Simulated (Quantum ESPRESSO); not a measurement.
# Magnetic state of ScFeGe from several starts, part 2 of 2

Aim: find out which collinear order of ScFeGe costs least.

Quantum ESPRESSO 7.5; PBEsol; plane waves with GBRV 1.5 PBEsol potentials, no spin-orbit coupling.

So far, absolute magnetization (μB): step 2 (run 1, typed as ferro +++) 7.72.

### Step 3. Run 2 (ferri ++−)

Contents of pw.in:

```
&CONTROL
  calculation = 'scf'
  prefix = 'pwscf'
  outdir = './tmp'
  pseudo_dir = './pseudo'
  disk_io = 'nowf'
/
&SYSTEM
  ibrav = 0
  celldm(1) = 8
  nat = 9
  ntyp = 4
  ecutwfc = 40
  ecutrho = 280
  nbnd = 78
  occupations = 'smearing'
  smearing = 'fd'
  degauss = 0.00734986
  nspin = 2
  starting_magnetization(1) = 0
  starting_magnetization(2) = 0.175
  starting_magnetization(3) = -0.175
  starting_magnetization(4) = 0
/
&ELECTRONS
  conv_thr = 1.8d-08
  electron_maxstep = 150
  mixing_beta = 0.3
/
ATOMIC_SPECIES
Sc     44.9559 sc_pbesol_v1.uspp.F.UPF
Fe1    55.8450 fe_pbesol_v1.5.uspp.F.UPF
Fe2    55.8450 fe_pbesol_v1.5.uspp.F.UPF
Ge     72.6300 ge_pbesol_v1.4.uspp.F.UPF
CELL_PARAMETERS alat
   1.5555282480095    0.0000000000000    0.0000000000000
  -0.7777641240166    1.3471269790862    0.0000000000000
   0.0000000000000    0.0000000000000    0.9334477771768
ATOMIC_POSITIONS crystal
Sc      0.5839691600    0.0000000000    0.5000000000
Sc      0.4160308400    0.4160308400    0.5000000000
Sc      0.0000000000    0.5839691600    0.5000000000
Fe1     0.2294909900    0.0000000000    0.0000000000
Fe1     0.7705090100    0.7705090100    0.0000000000
Fe2     0.0000000000    0.2294909900    0.0000000000
Ge      0.0000000000    0.0000000000    0.5000000000
Ge      0.3333333300    0.6666666700    0.0000000000
Ge      0.6666666700    0.3333333300    0.0000000000
K_POINTS automatic
6 6 6 0 0 0
```

Run with:

```console
OMP_NUM_THREADS=1 mpirun -n 4 pw.x -nk 4 -in pw.in > pw.out
```

Output:

```text
[banner, memory and clock lines left out]
Program PWSCF v.7.5 starts

     Message from routine setup:
     using ibrav=0 with symmetry is DISCOURAGED, use correct ibrav instead

     bravais-lattice index     =            0
     lattice parameter (alat)  =       8.0000  a.u.
     unit-cell volume          =    1001.4896 (a.u.)^3
     number of atoms/cell      =            9
     number of atomic types    =            4
     number of electrons       =       123.00
     number of Kohn-Sham states=           78
     kinetic-energy cutoff     =      40.0000  Ry
     charge density cutoff     =     280.0000  Ry
     scf convergence threshold =      1.8E-08
     mixing beta               =       0.3000
     number of iterations used =            8  plain     mixing
     Exchange-correlation= SLA  PW   PSX  PSC
                           (   1   4  10   8   0   0   0)

     celldm(1)=   8.000000  celldm(2)=   0.000000  celldm(3)=   0.000000
     celldm(4)=   0.000000  celldm(5)=   0.000000  celldm(6)=   0.000000

     crystal axes: (cart. coord. in units of alat)
               a(1) = (   1.555528   0.000000   0.000000 )
               a(2) = (  -0.777764   1.347127   0.000000 )
               a(3) = (   0.000000   0.000000   0.933448 )

     reciprocal axes: (cart. coord. in units 2 pi/alat)
               b(1) = (  0.642868  0.371160 -0.000000 )
               b(2) = (  0.000000  0.742321  0.000000 )
               b(3) = (  0.000000 -0.000000  1.071297 )

     PseudoPot. # 1 for Sc read from file:
     sc_pbesol_v1.uspp.F.UPF
     Pseudo is Ultrasoft + core correction, Zval = 11.0

     PseudoPot. # 2 for Fe read from file:
     fe_pbesol_v1.5.uspp.F.UPF
     Pseudo is Ultrasoft + core correction, Zval = 16.0

     PseudoPot. # 3 for Fe read from file:
     fe_pbesol_v1.5.uspp.F.UPF
     Pseudo is Ultrasoft + core correction, Zval = 16.0

     PseudoPot. # 4 for Ge read from file:
     ge_pbesol_v1.4.uspp.F.UPF
     Pseudo is Ultrasoft + core correction, Zval = 14.0

     atomic species   valence    mass     pseudopotential
     Sc               11.00    44.95590     Sc( 1.00)
     Fe1              16.00    55.84500     Fe( 1.00)
     Fe2              16.00    55.84500     Fe( 1.00)
     Ge               14.00    72.63000     Ge( 1.00)

     Starting magnetic structure
     atomic species   magnetization
     Sc              0.000
     Fe1             0.175
     Fe2            -0.175
     Ge              0.000

      4 Sym. Ops. (no inversion) found

   Cartesian axes

     site n.     atom                  positions (alat units)
         1        Sc     tau(   1) = (   0.9083805   0.0000000   0.4667239  )
         2        Sc     tau(   2) = (   0.3235739   0.5604464   0.4667239  )
         3        Sc     tau(   3) = (  -0.4541903   0.7866806   0.4667239  )
         4        Fe1    tau(   4) = (   0.3569797   0.0000000   0.0000000  )
         5        Fe1    tau(   5) = (   0.5992743   1.0379735   0.0000000  )
         6        Fe2    tau(   6) = (  -0.1784899   0.3091535   0.0000000  )
         7        Ge     tau(   7) = (   0.0000000   0.0000000   0.4667239  )
         8        Ge     tau(   8) = (  -0.0000000   0.8980847   0.0000000  )
         9        Ge     tau(   9) = (   0.7777641   0.4490423   0.0000000  )

     number of k points=    52  Fermi-Dirac smearing, width (Ry)=  0.0073
                       cart. coord. in units 2pi/alat
        k(    1) = (   0.0000000   0.0000000   0.0000000), wk =   0.0046296
        k(    2) = (   0.0000000   0.0000000   0.1785495), wk =   0.0092593
        k(    3) = (   0.0000000   0.0000000   0.3570991), wk =   0.0092593
        k(    4) = (   0.0000000   0.0000000  -0.5356486), wk =   0.0046296
        k(    5) = (   0.0000000   0.1237201   0.0000000), wk =   0.0185185
        [... 47 further k-points ...]

     Dense  grid:    79215 G-vectors     FFT dimensions: (  72,  72,  40)

     Smooth grid:    34141 G-vectors     FFT dimensions: (  54,  54,  32)

     Check: negative core charge=   -0.000023
     Generating pointlists ...
     new r_m :   0.2669 (alat units)  2.1356 (a.u.) for type    1
     new r_m :   0.2424 (alat units)  1.9391 (a.u.) for type    2
     new r_m :   0.2424 (alat units)  1.9391 (a.u.) for type    3
     new r_m :   0.2424 (alat units)  1.9391 (a.u.) for type    4

     Initial potential from superposition of free atoms

     starting charge     119.9908, renormalised to     123.0000
     Starting wfcs are  105 randomized atomic wfcs

     Self-consistent Calculation

     iteration #  1     ecut=    40.00 Ry     beta= 0.30
     Davidson diagonalization with overlap
     ethr =  1.00E-02,  avg # of iterations =  2.0

     total energy              =   -1666.22777291 Ry
     estimated scf accuracy    <      19.07503640 Ry

     total magnetization       =     0.51 Bohr mag/cell
     absolute magnetization    =     2.18 Bohr mag/cell

     iteration #  2     ecut=    40.00 Ry     beta= 0.30
     Davidson diagonalization with overlap
     ethr =  1.00E-02,  avg # of iterations =  5.1

     total energy              =   -1665.89488550 Ry
     estimated scf accuracy    <     132.17108895 Ry

     total magnetization       =     0.12 Bohr mag/cell
     absolute magnetization    =     0.36 Bohr mag/cell

     [... further iterations left out ...]

     iteration # 21     ecut=    40.00 Ry     beta= 0.30
     Davidson diagonalization with overlap
     ethr =  4.06E-11,  avg # of iterations =  2.0

     total energy              =   -1673.27575944 Ry
     estimated scf accuracy    <       0.00000003 Ry

     total magnetization       =     1.89 Bohr mag/cell
     absolute magnetization    =     6.81 Bohr mag/cell

     iteration # 22     ecut=    40.00 Ry     beta= 0.30
     Davidson diagonalization with overlap
     ethr =  2.33E-11,  avg # of iterations =  1.5

     Magnetic moment per site  (integrated on atomic sphere of radius R)
     atom   1 (R=0.267)  charge=  9.0607  magn= -0.0419
     atom   2 (R=0.267)  charge=  9.0607  magn= -0.0419
     atom   3 (R=0.267)  charge=  9.0576  magn= -0.0207
     atom   4 (R=0.242)  charge= 14.3606  magn=  2.0140
     atom   5 (R=0.242)  charge= 14.3606  magn=  2.0140
     atom   6 (R=0.242)  charge= 14.3670  magn= -1.9404
     atom   7 (R=0.242)  charge= 12.0154  magn= -0.0110
     atom   8 (R=0.242)  charge= 11.9722  magn= -0.0078
     atom   9 (R=0.242)  charge= 11.9722  magn= -0.0078

     End of self-consistent calculation

     Number of k-points >= 100: set verbosity='high' to print the bands.

     the Fermi energy is    12.8118 ev

!    total energy              =   -1673.27575944 Ry
     estimated scf accuracy    <       0.00000001 Ry
     smearing contrib. (-TS)   =      -0.02352913 Ry
     internal energy E=F+TS    =   -1673.25223031 Ry

     The total energy is F=E-TS. E is the sum of the following terms:
     one-electron contribution =    -920.69359432 Ry
     hartree contribution      =     536.02429670 Ry
     xc contribution           =    -299.45163727 Ry
     ewald contribution        =    -989.13129542 Ry

     total magnetization       =     1.89 Bohr mag/cell
     absolute magnetization    =     6.81 Bohr mag/cell

     convergence has been achieved in  22 iterations
```

Wall time 6.7 min (4 MPI ranks of Arm Neoverse V2, shared host); peak memory 1.2 GiB; 27 min of CPU time.

Spin moment in the atom's sphere by atom:

```tsv
atom	spin moment in the atom's sphere (μB)
Sc1	-0.04
Sc2	-0.04
Sc3	-0.02
Fe4	2.01
Fe5	2.01
Fe6	-1.94
Ge7	-0.01
Ge8	-0.01
Ge9	-0.01
```

Read from the output:

```
smearing term TS       : 0.3201 eV
magnetization          : 1.894 μB
absolute magnetization : 6.814 μB
final state            : ferrimagnetic
```

### Step 4. The states side by side

An order is kept where moments of 0.15 μB or more survive with the typed signs; meshes match where a doubled cell samples the same k points as the first cell.

Ferrimagnetic means that a moment over 0.15 μB on a transition or rare-earth metal, induced ones included, opposes the net moment. Orders:

```tsv
start	final state	typed order kept	energy over the lowest (meV a seeded atom)	largest site moment (μB)	net moment (μB a cell of the first run)	mesh matched	CPU time (s)
ferro +++	ferromagnetic	yes	0	2.202	6.059	yes	739.8
ferri ++-	ferrimagnetic	yes	40.33	2.014	1.894	yes	1599
```

### Step 5. What came out

| Property | Result |
| --- | --- |
| lowest state found | ferromagnetic (from ferro +++) |
| largest site moment | 2.20 μB |
| next state with moments | ferrimagnetic, 40.3 meV a seeded atom higher |

What this shows: The smearing terms TS of the orders run from 95 to 107 meV a seeded atom, so the differences would change at a smaller width: an order with a larger TS is lowered more by the smearing. This is the lowest of 2 collinear or spinless starts, no proof of the ground state. Energies are free energies at an electronic temperature of 1160 K, which lowers moments and differences where the moments are itinerant.

[Logs and program files are shortened in this print: banners, set-up blocks, solver, clock and traceback lines can be left out without a mark of their own.]

[Logs are printed without paths, hosts, clocks, repeated set-up lines and the standing remarks that a program may print on its own settings, such as how far it seeks lower states.]

[Hosts, paths, dates, database ids (printed as entryN), source tags and the programs' standing remarks are cut or masked in the printed files.]

[Where a cell is said to come from a database of computed structures, the database is the Materials Project.]
